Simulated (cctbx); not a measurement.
# Tm2ZnSe4: solution and refinement

Cell a = 11.4340 Å, b = 11.4340 Å, c = 11.4340 Å, α = 90.00°, β = 90.00°, γ = 90.00°; space group Fd-3m (no. 227, origin choice 1); content Tm16 Se32 Zn8.

Simulated single-crystal data (cctbx): Ag Kα, λ = 0.56087 Å, to d = 0.75 Å, 95 % of the full sphere, strongest reflection 20000 counts, noise from counting, a 3 % proportional error and a noise floor of 2 counts (s.d.); no absorption.

1 earlier start (other random phases, and plain and normalised amplitudes in turn) led nowhere (symmetry correlation 0.92).

Charge flipping in P1 on normalised amplitudes to 0.8 Å, δ = 1.1 σ, 30 % of the reflections treated as weak, 200 cycles:

```text
cycle      R  skewness
    0  0.578     0.35
   16  0.398     4.88
   32  0.389     4.60
   48  0.386     4.59
   64  0.395     4.80
   80  0.389     4.91
   96  0.373     4.62
  112  0.372     4.64
  128  0.378     4.63
  144  0.370     4.69
  160  0.367     4.79
  176  0.361     4.69
  192  0.380     4.64
origin shift          correlation  skewness
 0.123  0.467  0.329      0.982      7.67
 0.248  0.342  0.454      0.981      7.07
 0.373  0.217  0.329      0.979      5.52
 0.248  0.092  0.454      0.978      3.65
taken: symmetry correlation 0.982, skewness 7.67
peak      x       y       z  mult  height/sigma
Q1    0.1250  0.1250  0.6250   16     19.9
Q2    0.1255  0.1255  0.8745   32     10.3
Q3    0.0000  0.0000  0.0000    8      8.1
Q4    0.0000  0.0000  0.3394   48      1.6
Q5    0.0000  0.0000  0.1011   48      1.1
Q6    0.0597  0.0597  0.1290   96      1.1
Q7    0.0517  0.1250  0.6983   96      1.0
Q8    0.0538  0.0538  0.3830   96      0.9
```

The origin is taken among those within 0.04 of the best correlation, by the skewness of the map.

It took 4.1 s on 1 thread of Arm Neoverse N1, on a shared host, peak memory 0.08 GiB.

**Question.** Which peaks are atoms, and which elements?

Heights go roughly as Z and multiplicities must add up to the content. First model: Q1 = Tm1 (16 in the cell, height 19.9), Q2 = Se1 (32 in the cell, height 10.3) and Q3 = Zn1 (8 in the cell, height 8.1). Against the true structure, Q1 is Tm, Q2 is Se and Q3 is Zn; the other peaks are not atoms.

Least squares on F², isotropic:

```text
Rint 0.031, 115 unique reflections to 0.75 A
cycle     R1     wR2    GooF  max shift (A)
   1  0.1467  0.3204  27.471   0.02592
   2  0.0042  0.0103   0.883   0.00000
final R1 0.0042 wR2 0.0103 GooF 0.883  parameters 4  data/parameter 28.8
atom        x        y        z      Ueq    occ   su(xyz)  su(Uiso or U11)
Tm1    0.12500  0.12500  0.62500   0.0032  1.000  0.00000  0.0001
Se1    0.12419  0.12419  0.87581   0.0050  1.000  0.00001  0.0001
Zn1    0.00000  0.00000  0.00000   0.0040  1.000  0.00000  0.0001
difference map: max 0.44 min -0.39 rms 0.09
Q1    0.1030  0.1030  0.8970   32    0.49  0.42 A from Se1
Q2    0.0786  0.0786  0.0786   32    0.44  1.56 A from Zn1
Q3    0.1030  0.1030  0.3970   32    0.44  0.45 A from Se1
Q4    0.0302  0.0302  0.0302   32    0.42  0.60 A from Zn1
Q5    0.0304  0.0304  0.5304   32    0.41  1.87 A from Tm1
```

Anisotropic refinement:

```text
Rint 0.031, 115 unique reflections to 0.75 A
cycle     R1     wR2    GooF  max shift (A)
   1  0.0043  0.0105   0.908   0.00001
   2  0.0042  0.0102   0.884   0.00000
final R1 0.0042 wR2 0.0102 GooF 0.884  parameters 6  data/parameter 19.2
atom        x        y        z      Ueq    occ   su(xyz)  su(Uiso or U11)
Tm1    0.12500  0.12500  0.62500   0.0032  1.000  0.00000  0.0001
Se1    0.12419  0.12419  0.87581   0.0050  1.000  0.00001  0.0001
Zn1    0.00000  0.00000  0.00000   0.0040  1.000  0.00000  0.0001
difference map: max 0.44 min -0.38 rms 0.09
Q1    0.0786  0.0786  0.0786   32    0.44  1.56 A from Zn1
Q2    0.0303  0.0303  0.0303   32    0.41  0.60 A from Zn1
Q3    0.0305  0.0305  0.5305   32    0.39  1.87 A from Tm1
Q4    0.1039  0.1039  0.8961   32    0.36  0.40 A from Se1
Q5    0.0822  0.0822  0.5822   32    0.32  0.85 A from Tm1
Q6    0.1037  0.1037  0.3963   32    0.32  0.44 A from Se1
```

**Reading.** The refinement ends at R1 = 0.0042, wR2 = 0.0102, GooF = 0.88, with difference density between -0.38 and 0.44 e/Å³. Every site matches the true model in element, within 0.001 Å r.m.s., up to an allowed shift of origin.

True model:

```
atom  mult.       x       y       z  Ueq (Å²)
 Tm1     16     1/8     5/8     1/8    0.0032
 Se1     32  0.3758  0.8758  0.3758    0.0049
 Zn1      8     1/2       0     1/2    0.0039
```

The model was made for the exercise: a known structure type with other elements put in, its volume estimated, not relaxed; displacement parameters are assumed.

[Middle refinement cycles are left out of these outputs.]

[Logs are printed without paths, hosts, clocks, repeated set-up lines and the standing remarks that a program may print on its own settings, such as how far it seeks lower states.]
